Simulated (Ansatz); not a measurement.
# AlPt3C (Pm-3m): following an unstable mode

Aim: this structure of AlPt3C (Pm-3m) is to be tested for unstable modes, and one is followed downhill.

Program: Ansatz 0.2.0. Level of theory: DFT PBEsol, scalar-relativistic, plane waves, PAW; PAW set soft_1. Values are calculated unless marked as measured.

The raw output is cut from this account; settings, times and results stay.

## (1) The system as given

Symmetry: Pm-3m, No. 221, cubic system. The conventional cell has a = 4.133 Å, b = 4.133 Å, c = 4.133 Å, α = 90.00°, β = 90.00°, γ = 90.00°. Nearest to Al lie 12 Pt at 2.92 Å. Nearest to Pt lie 2 C at 2.07 Å and 8 Pt at 2.92 Å and 4 Al at 2.92 Å. Nearest to C lie 6 Pt at 2.07 Å. Farther neighbours, and contacts between anions beyond the nearest, are not listed.

## (2) Phonons on a q mesh

Stability and thermal properties need the whole zone. Linear response on a 4×4×4 q mesh gives force constants as far as a supercell of that size would.

input.yaml

```yaml
crystal:
  lattice:
    - [4.1327502067, 0.0, 0.0]
    - [0.0, 4.1327502067, 0.0]
    - [0.0, 0.0, 4.1327502067]
  atoms:
    - { symbol: Al, position: [0.0, 0.0, 0.0] }
    - { symbol: Pt, position: [0.0, 0.5, 0.5] }
    - { symbol: Pt, position: [0.5, 0.0, 0.5] }
    - { symbol: Pt, position: [0.5, 0.5, 0.0] }
    - { symbol: C, position: [0.5, 0.5, 0.5] }
kpoints:
  mp_grid: { grid: [8, 8, 8] }
hamiltonian:
  xc: pbesol
  pseudopotentials: { kind: paw, azcp: { folder: soft_1 }, xc_functional: pbe }
scf:
  occupations: { method: methfessel_paxton, width: 0.2 }
output:
  eigenvalues: true
phonons:
  method: dfpt
  qmesh: [4, 4, 4]
  temperatures: { t_max: 1000, t_step: 50 }
  qpath:
    path:
      - [[0.0, 0.0, 0.0], [0.0, 0.5, 0.0], [0.5, 0.5, 0.0], [0.0, 0.0, 0.0], [0.5, 0.5, 0.5], [0.0, 0.5, 0.0]]
      - [[0.5, 0.5, 0.5], [0.5, 0.5, 0.0]]
    npoints: 10
```

The run is started by

```sh
$ ansatz run input.yaml --threads 4 --pin off --max-ram 10240MiB --backend cpu --events-out ev --progress --plain --runs-dir out
```

Run time: 11 min. Hardware: 4 threads of Intel Xeon Platinum 8488C (Sapphire Rapids), shared host; peak memory 3 GiB.

This step gave:

```
volume per atom                                         : 14.12 Å³
gap on the k-mesh                                       : 0 eV
sum-rule residual before enforcement                    : 1.47e-5 eV/Å²
lowest frequency on the path                            : -121.6 cm⁻¹
point group                                             : m-3m
highest frequency on path, mesh or solved points        : 683.7 cm⁻¹
highest optical mode at the zone centre (no LO-TO term) : 437.2 cm⁻¹
lowest optical zone-centre mode                         : -94.11 cm⁻¹
lowest mode on the q mesh (acoustic modes at Γ apart)   : -121.6 cm⁻¹
```

Frequencies (cm⁻¹) solved at each irreducible wavevector; negative means imaginary. Frequencies by wavevector, by row:

| q in reciprocal lattice units | star | mode 1 | mode 2 | mode 3 | mode 4 | mode 13 | mode 14 | mode 15 |
| --- | --- | --- | --- | --- | --- | --- | --- | --- |
| 0 0 0 | 1 | -94.1 | -94.1 | -94.1 | -70.8 | 437.2 | 437.2 | 437.2 |
| 0 0 0.25 | 6 | -94.6 | -92.3 | -92.3 | -67.8 | 427.9 | 427.9 | 577.6 |
| 0 0 -0.5 | 3 | -96.7 | -94.6 | -94.6 | -70.1 | 411.3 | 411.3 | 683.6 |
| 0 0.25 0.25 | 12 | -107.7 | -97.8 | -92.9 | -79.3 | 418.9 | 566.3 | 582.8 |
| 0 0.25 -0.5 | 12 | -108.3 | -106.6 | -103.3 | -89.2 | 415.2 | 570.5 | 679.7 |
| 0 -0.5 -0.5 | 3 | -121.6 | -121.6 | -111.2 | -111.2 | 424.1 | 681.3 | 681.3 |
| 0.25 0.25 0.25 | 8 | -113.8 | -97.7 | -94.9 | -94.9 | 560.5 | 581.8 | 581.8 |
| 0.25 0.25 -0.5 | 12 | -104.5 | -102.1 | -101.2 | -100.4 | 571.6 | 582.2 | 677.4 |
| 0.25 -0.5 -0.5 | 6 | -103.3 | -103.3 | -95.7 | -95.7 | 579.7 | 676 | 676 |
| -0.5 -0.5 -0.5 | 1 | -78.2 | -78.2 | -78.2 | -67.7 | 673.6 | 673.6 | 673.6 |

Interpolated from a 4×4×4 q mesh. Phonon branches along the path, in cm⁻¹:

```csv
point,branch 1,branch 2,branch 3,branch 4,branch 12,branch 13,branch 14,branch 15
Γ,-94,-94,-94,-71,75,437,437,437
halfway,-95,-92,-92,-68,128,428,428,578
X,-97,-95,-95,-70,172,411,411,684
halfway,-108,-107,-103,-89,173,415,570,680
M,-122,-122,-111,-111,188,424,681,681
halfway,-108,-98,-93,-79,151,419,566,583
Γ,-94,-94,-94,-71,75,437,437,437
halfway,-114,-98,-95,-95,172,560,582,582
R,-78,-78,-78,-68,224,674,674,674
halfway,-104,-102,-101,-100,190,572,582,677
X,-97,-95,-95,-70,172,411,411,684
jump to R,-78,-78,-78,-68,224,674,674,674
halfway,-103,-103,-96,-96,207,580,676,676
M,-122,-122,-111,-111,188,424,681,681
```

Symmetry leaves 10 wavevectors to solve. The lowest mode among them, the acoustic zeros apart, lies at q = (0, -0.5, -0.5) and is imaginary, 121.6i cm⁻¹, so the energy falls along it.

## (3) The mode frozen in, largest atomic shift 0 Å

The mode followed lies at q = (0, -0.5, -0.5) with frequency 121.6i cm⁻¹ and is 2-fold degenerate, the softest among the wavevectors solved. At small amplitude the pattern taken leaves space group no. 13 by a symmetry search on the positions. The undistorted cell that holds it gives the zero of energy on the same k mesh.

System of this step: AlPt3C. Symmetry: Pm-3m, No. 221, cubic system. Conventional cell: a = 4.133 Å, b = 4.133 Å, c = 4.133 Å, α = 90.00°, β = 90.00°, γ = 90.00°. Al has 12 Pt at 2.92 Å nearest. Nearest to Pt lie 2 C at 2.07 Å and 4 Al at 2.92 Å and 8 Pt at 2.92 Å. Nearest to C lie 6 Pt at 2.07 Å. Farther neighbours, and contacts between anions beyond the nearest, are not listed.

input.yaml

```yaml
crystal:
  lattice:
    - [-4.1327502067, 0.0, 0.0]
    - [0.0, -4.1327502067, -4.1327502067]
    - [0.0, -4.1327502067, 4.1327502067]
  atoms:
    - { symbol: Al, position: [1.0, 1.0, 0.0] }
    - { symbol: Al, position: [1.0, 0.5, 0.5] }
    - { symbol: Pt, position: [0.0, 0.0, 0.5] }
    - { symbol: Pt, position: [0.0, 0.5, 0.0] }
    - { symbol: Pt, position: [0.5, 0.25, 0.75] }
    - { symbol: Pt, position: [0.5, 0.75, 0.25] }
    - { symbol: Pt, position: [0.5, 0.25, 0.25] }
    - { symbol: Pt, position: [0.5, 0.75, 0.75] }
    - { symbol: C, position: [0.5, 0.0, 0.5] }
    - { symbol: C, position: [0.5, 0.5, 0.0] }
kpoints:
  mp_grid: { grid: [10, 6, 6] }
hamiltonian:
  xc: pbesol
  pseudopotentials: { kind: paw, azcp: { folder: soft_1 }, xc_functional: pbe }
scf:
  occupations: { method: methfessel_paxton, width: 0.2 }
output:
  forces: true
  stress: true
  eigenvalues: true
```

Elapsed: 6 s, on 4 threads; peak memory 0.85 GiB.

This step gave:

| Quantity | Value |
| --- | --- |
| pressure | -0.02162 GPa |
| energy from the undistorted cell | 0 meV/atom |

The run ends at a pressure of -0.02 GPa.

## (4) The mode frozen in, largest atomic shift 0.45 Å

The atoms are moved along the unstable eigenvector, the largest shift by 0.45 Å, with the cell fixed.

input.yaml, the sections that differ from step 3:

```yaml
crystal:
  lattice:
    - [-4.1327502067, 0.0, 0.0]
    - [0.0, -4.1327502067, -4.1327502067]
    - [0.0, -4.1327502067, 4.1327502067]
  atoms:
    - { symbol: Al, position: [1.0, 1.0, 0.0] }
    - { symbol: Al, position: [1.0, 0.5, 0.5] }
    - { symbol: Pt, position: [0.0, 0.0, 0.5] }
    - { symbol: Pt, position: [0.0, 0.5, 0.0] }
    - { symbol: Pt, position: [0.4504963897, 0.25, 0.75] }
    - { symbol: Pt, position: [0.5495036103, 0.75, 0.25] }
    - { symbol: Pt, position: [0.6088863293, 0.25, 0.25] }
    - { symbol: Pt, position: [0.3911136707, 0.75, 0.75] }
    - { symbol: C, position: [0.5, 0.0, 0.5] }
    - { symbol: C, position: [0.5, 0.5, 0.0] }
# kpoints, hamiltonian, scf, output: as in step 3
```

Wall time 10 s (4 threads); peak memory 1.2 GiB.

Numbers from this step:

```
pressure                         : 1.812 GPa
energy from the undistorted cell : -94.71 meV/atom
```

The energy, extrapolated to zero smearing, is -94.71 meV/atom against the undistorted cell.

The run ends at a pressure of 1.81 GPa, with forces up to 1.1 eV/Å.

## (5) Energy along the mode, all amplitudes (two of the runs are shown above)

An imaginary frequency means negative curvature, so the energy should fall and then rise again as anharmonic terms take over.

Numbers from this step:

* depth at the lowest point sampled: 94.71 meV/atom
* largest atomic shift at that point: 0.45 Å

Energy from the parent against largest atomic shift:

```
largest atomic shift (Å)  energy from the parent (meV/atom)
                   0.000                                  0
                   0.040                              -1.95
                   0.080                              -7.57
                   0.140                              -21.4
                   0.220                              -45.3
                   0.320                              -74.7
                   0.450                              -94.7
                   0.600                              -71.8
```

Displacement at unit largest shift by atom:

| atom | x (Å) | y (Å) | z (Å) | size |
| --- | --- | --- | --- | --- |
| Al1 | 0.00 | 0.00 | 0.00 | 0.00 |
| Al2 | 0.00 | 0.00 | 0.00 | 0.00 |
| Pt3 | 0.00 | 0.00 | 0.00 | 0.00 |
| Pt4 | 0.00 | 0.00 | 0.00 | 0.00 |
| Pt5 | 0.46 | 0.00 | 0.00 | 0.46 |
| Pt6 | -0.46 | 0.00 | 0.00 | 0.46 |
| Pt7 | -1.00 | 0.00 | 0.00 | 1.00 |
| Pt8 | 1.00 | 0.00 | 0.00 | 1.00 |
| C9 | 0.00 | 0.00 | 0.00 | 0.00 |
| C10 | 0.00 | 0.00 | 0.00 | 0.00 |

The lowest step is at 0.45 Å, 94.7 meV/atom below the parent, and the energy rises beyond it.

## (6) Relaxation from the frozen mode

Starting from the lowest point found, all atoms and the cell are let go, so that strain and other modes of the same symmetry can join in.

input.yaml: that of step 4 with these lines changed.

```diff
@@ -27 +27,6 @@
   eigenvalues: true
+relax:
+  adjacent_minimum: "off"
+  f_tol: 0.002
+  max_steps: 120
+  cell: { stress_tol: 0.03 }
```

The job ended after 2 min (4 threads; peak memory 1.2 GiB).

The steps of the relaxation:

```csv
step,energy less that of the first step (eV),largest force component (eV/Å),pressure (GPa),volume (Å³)
1,0.0000,1.1026,1.81,141.17
2,-0.3862,0.1799,-0.52,142.77
3,-0.4990,0.9146,2.71,141.72
4,-0.5906,0.0732,-0.59,143.50
5,-0.6017,0.0835,-0.60,143.13
6,-0.6079,0.0085,-0.05,142.86
7,-0.6084,0.0131,-0.09,142.89
8,-0.6086,0.0025,0.17,142.69
9,-0.6086,0.0005,0.00,142.80
10*,-0.6142,0.0000,0.04,142.80
11,-0.6142,0.0002,0.00,142.84
12*,-0.6143,0.0002,0.00,142.84
```

Relaxation steps marked * repeat the geometry before them on a plane-wave basis chosen anew for their cell, so energy and pressure can jump there.

Forces are held to the 4 operations that the program found; a distortion that breaks them can't arise in this run.

```csv
cell as run,before,after,change
a (Å),4.133,4.303,+4.1 %
b (Å),5.845,6.200,+6.1 %
c (Å),5.845,5.355,-8.4 %
volume (Å³/atom),14.12,14.28,+1.2 %
```

The atoms that moved most (Å, as changes of fractional coordinates times the final cell):

| atom | dx | dy | dz | length |
| --- | --- | --- | --- | --- |
| Pt5 | 0.247 | 0.000 | 0.000 | 0.247 |
| Pt6 | -0.247 | 0.000 | 0.000 | 0.247 |
| Pt7 | 0.008 | 0.000 | 0.000 | 0.008 |
| Pt8 | -0.008 | 0.000 | 0.000 | 0.008 |

Final coordinates:

```cif
data_structure
_symmetry_space_group_name_H-M 'P 1'
_symmetry_Int_Tables_number 1
_cell_length_a 4.3027
_cell_length_b 6.1996
_cell_length_c 5.3546
_cell_angle_alpha 89.999
_cell_angle_beta 90.000
_cell_angle_gamma 90.000
_cell_volume 142.84
loop_
_atom_site_label
_atom_site_type_symbol
_atom_site_fract_x
_atom_site_fract_y
_atom_site_fract_z
_atom_site_occupancy
Al1 Al 0.00000 0.00000 0.00000 1
Al2 Al 0.00000 0.50000 0.50000 1
Pt3 Pt 0.00000 0.00000 0.50000 1
Pt4 Pt 0.00000 0.50000 0.00000 1
Pt5 Pt 0.39303 0.25000 0.75000 1
Pt6 Pt 0.60697 0.75000 0.25000 1
Pt7 Pt 0.60696 0.25000 0.25000 1
Pt8 Pt 0.39304 0.75000 0.75000 1
C9 C 0.50000 0.00000 0.50000 1
C10 C 0.50000 0.50000 0.00000 1
```

This step gave:

| Quantity | Value |
| --- | --- |
| pressure | 0.002953 GPa |
| volume per atom | 14.28 Å³ |

The distorted start has space group P2/c; the relaxation ends in Pmna.

## (7) The new phase in its own primitive cell

The relaxed structure is symmetrised, reduced to its primitive cell and relaxed tightly, as its phonons need.

input.yaml, the sections that differ from step 6:

```yaml
crystal:
  lattice:
    - [6.1996432351, 0.0, 0.0]
    - [0.0, 4.3027414641, 0.0]
    - [0.0, 0.0, 5.3545654163]
  atoms:
    - { symbol: Al, position: [0.0, 0.0, 0.0] }
    - { symbol: Al, position: [0.5, 0.0, 0.5] }
    - { symbol: Pt, position: [0.0, 0.0, 0.5] }
    - { symbol: Pt, position: [0.5, 0.0, 0.0] }
    - { symbol: Pt, position: [0.75, 0.6069676482, 0.25] }
    - { symbol: Pt, position: [0.25, 0.3930323518, 0.75] }
    - { symbol: Pt, position: [0.75, 0.3930323518, 0.75] }
    - { symbol: Pt, position: [0.25, 0.6069676482, 0.25] }
    - { symbol: C, position: [0.0, 0.5, 0.5] }
    - { symbol: C, position: [0.5, 0.5, 0.0] }
kpoints:
  mp_grid: { grid: [6, 8, 8] }
relax:
  adjacent_minimum: "off"
  f_tol: 0.001
  max_steps: 60
  cell: { stress_tol: 0.01 }
# hamiltonian, scf, output: as in step 6
```

Wall time 49 s (4 threads); peak memory 1.1 GiB.

Step by step:

```csv
step,energy less that of the first step (eV),largest force component (eV/Å),pressure (GPa),volume (Å³)
1,0.0000,0.0236,0.00,142.84
2,-0.0002,0.0017,-0.02,142.82
3,-0.0002,0.0016,0.02,142.80
4,-0.0002,0.0005,-0.04,142.85
5,-0.0002,0.0001,0.00,142.82
6*,-0.0002,0.0001,0.00,142.82
```

Relaxation steps marked * repeat the geometry before them on a plane-wave basis chosen anew for their cell, so energy and pressure can jump there.

Forces are held to the 8 operations that the program found; a distortion that breaks them can't arise in this run.

| conventional cell, symmetrised | before | after | change |
| --- | --- | --- | --- |
| a (Å) | 6.200 | 6.192 | -0.1 % |
| b (Å) | 4.303 | 4.308 | +0.1 % |
| c (Å) | 5.355 | 5.354 | -0.0 % |
| volume (Å³/atom) | 14.28 | 14.28 | -0.0 % |

This step gave:

```
pressure : -1.63e-4 GPa
```

The largest force component left is 0.12 meV/Å and the pressure is 0.000 GPa, within the tolerances set. The cell now holds 14.28 Å³/atom.

## (8) Modes of the new phase, k-mesh 6×8×8

A relaxed structure may still be a saddle point, so its zone-centre modes are computed. No field response is asked, since the mesh shows no gap.

input.yaml, the sections that differ from step 7:

```yaml
crystal:
  lattice:
    - [6.1922575954, 0.0, 0.0]
    - [0.0, 4.3078596677, 0.0]
    - [0.0, 0.0, 5.3539772931]
  atoms:
    - { symbol: Al, position: [0.0, 0.0, 0.0] }
    - { symbol: Al, position: [0.5, 0.0, 0.5] }
    - { symbol: Pt, position: [0.0, 0.0, 0.5] }
    - { symbol: Pt, position: [0.5, 0.0, 0.0] }
    - { symbol: Pt, position: [0.75, 0.6065661846, 0.25] }
    - { symbol: Pt, position: [0.25, 0.3934338154, 0.75] }
    - { symbol: Pt, position: [0.75, 0.3934338154, 0.75] }
    - { symbol: Pt, position: [0.25, 0.6065661846, 0.25] }
    - { symbol: C, position: [0.0, 0.5, 0.5] }
    - { symbol: C, position: [0.5, 0.5, 0.0] }
output:
  eigenvalues: true
phonons:
  method: dfpt
# kpoints, hamiltonian, scf: as in step 7
# relax: removed
```

Wall time 8.8 min (4 threads); peak memory 5.2 GiB.

This step gave:

| Quantity | Value |
| --- | --- |
| sum-rule residual before enforcement | 4.43e-5 eV/Å² |
| point group | mmm |
| highest optical mode at the zone centre (no LO-TO term) | 595.9 cm⁻¹ |
| lowest optical zone-centre mode | -107.6 cm⁻¹ |

Patterns of degenerate modes are one choice out of their space. Modes at Γ, with each element's share of the kinetic energy (negative means imaginary):

| mode | frequency (cm⁻¹) | symmetry | Al % | Pt % | C % |
| --- | --- | --- | --- | --- | --- |
| 1 | -107.6 | B1u | 0 | 64 | 36 |
| 2 | -75.0 | Au | 3 | 96 | 1 |
| 3 | -59.4 | B1u | 4 | 95 | 1 |
| 4 | -18.7 | B1g | 0 | 100 | 0 |
| 5 | 0.0 | acoustic | 4 | 94 | 2 |
| 6 | 0.0 | acoustic | 4 | 94 | 2 |
| 7 | 0.0 | acoustic | 4 | 94 | 2 |
| 8 | 16.6 | B3u | 4 | 96 | 0 |
| 9 | 26.7 | B2u | 4 | 95 | 1 |
| 10 | 69.4 | B3g | 0 | 100 | 0 |
| 11 | 93.5 | B1u | 94 | 6 | 0 |
| 12 | 95.8 | B2u | 90 | 7 | 3 |
| 13 | 113.1 | B2g | 0 | 100 | 0 |
| 14 | 119.9 | B3u | 90 | 10 | 0 |
| 15 | 124.6 | Ag | 0 | 100 | 0 |
| 16 | 130.8 | Au | 29 | 70 | 0 |
| 17 | 137.7 | B1g | 0 | 100 | 0 |
| 18 | 174.7 | B1u | 3 | 48 | 49 |
| 19 | 177.1 | B3u | 1 | 96 | 3 |
| 20 | 178.1 | Au | 67 | 33 | 0 |
| 21 | 180.9 | B2u | 7 | 79 | 14 |
| 22 | 204.3 | B3g | 0 | 100 | 0 |
| 23 | 207.8 | B1u | 1 | 82 | 17 |
| 24 | 270.2 | B2u | 1 | 17 | 81 |
| 25 | 272.2 | B1u | 93 | 5 | 1 |
| 26 | 282.0 | B2u | 92 | 7 | 1 |
| 27 | 502.4 | B1u | 1 | 6 | 93 |
| 28 | 532.9 | B3u | 0 | 5 | 95 |
| 29 | 581.1 | B2u | 1 | 1 | 99 |
| 30 | 595.9 | Au | 1 | 1 | 99 |

Displacements in mode 1 (-107.6 cm⁻¹), the largest set to 1:
```
Al1  0.00  0.08 -0.02
Al2  0.00 -0.08 -0.02
Pt3  0.00  0.33 -0.11
Pt4  0.00 -0.33 -0.11
Pt5  0.20  0.00  0.03
Pt6  0.20  0.00  0.03
Pt7 -0.20  0.00  0.03
Pt8 -0.20  0.00  0.03
C9   0.00  1.00  0.92
C10  0.00 -1.00  0.92
```

Displacements in mode 19 (177.1 cm⁻¹), the largest set to 1:
```
Al1  0.40  0.00  0.00
Al2  0.40  0.00  0.00
Pt3  0.74  0.00  0.00
Pt4  0.74  0.00  0.00
Pt5 -0.37  0.00 -0.70
Pt6 -0.37  0.00 -0.70
Pt7 -0.37  0.00  0.70
Pt8 -0.37  0.00  0.70
C9  -1.00  0.00  0.00
C10 -1.00  0.00  0.00
```

Before it was imposed, the acoustic sum rule was missed by 4.4e-5 eV/Å². Small misses are needed for a sound result but don't prove that mesh and cutoff are converged. The lowest optical mode is imaginary, 107.6i cm⁻¹, so the energy falls along it.

## (9) Outcome

* unstable mode of the parent: q = (0, -0.5, -0.5), 122i cm⁻¹
* depth at the lowest point sampled: 94.7 meV/atom
* largest atomic shift at that point: 0.45 Å
* space group reached: Pmna
* energy gained over the parent (first relaxation, on the mesh of the frozen mode): 156 meV/atom
* volume per atom, phase reached: 14.3 Å³
* lowest optical zone-centre mode, phase reached: -108 cm⁻¹
* highest optical mode at the zone centre (no LO-TO term), phase reached: 596 cm⁻¹

Along this mode the structure falls into Pmna, 156 meV/atom below the parent. At the parent's cell the well is 94.71 meV/atom deep on the steps tried, with its lowest point at a shift of 0.45 Å. Relaxing atoms and cell changes the gain by +61.39 meV/atom against the lowest step (energies at zero smearing). The new phase still has an imaginary mode at the zone centre of its cell, so it is a saddle point on the way to a lower structure. Of the 5 patterns followed from this parent, this one reaches the lowest energy. Differences under 1.0 meV/atom are within the error of comparing unlike cells and meshes, so the order among close phases is not settled. Each path keeps the symmetry of its pattern, so a lower phase may lie along a pattern not tried. With no gap, or one that is small against the smearing, the frequencies hang on the k mesh and the smearing, most of all near Kohn anomalies. The phonon runs are without spin polarisation, although the cell has an odd electron count. Spin-orbit coupling is left out, which can matter for the heavy elements here. The PAW files were made for PBE and serve the other functionals too.

[Long decimals in the printed logs are rounded to 6 places.]

[Logs are printed without paths, hosts, clocks, repeated set-up lines and the standing remarks that a program may print on its own settings, such as how far it seeks lower states.]

[Hosts, paths, dates, database ids (printed as entryN), source tags and the programs' standing remarks are cut or masked in the printed files.]

[Where the starting crystal was built by hand or by swapping elements, it need not be the compound's stable phase.]
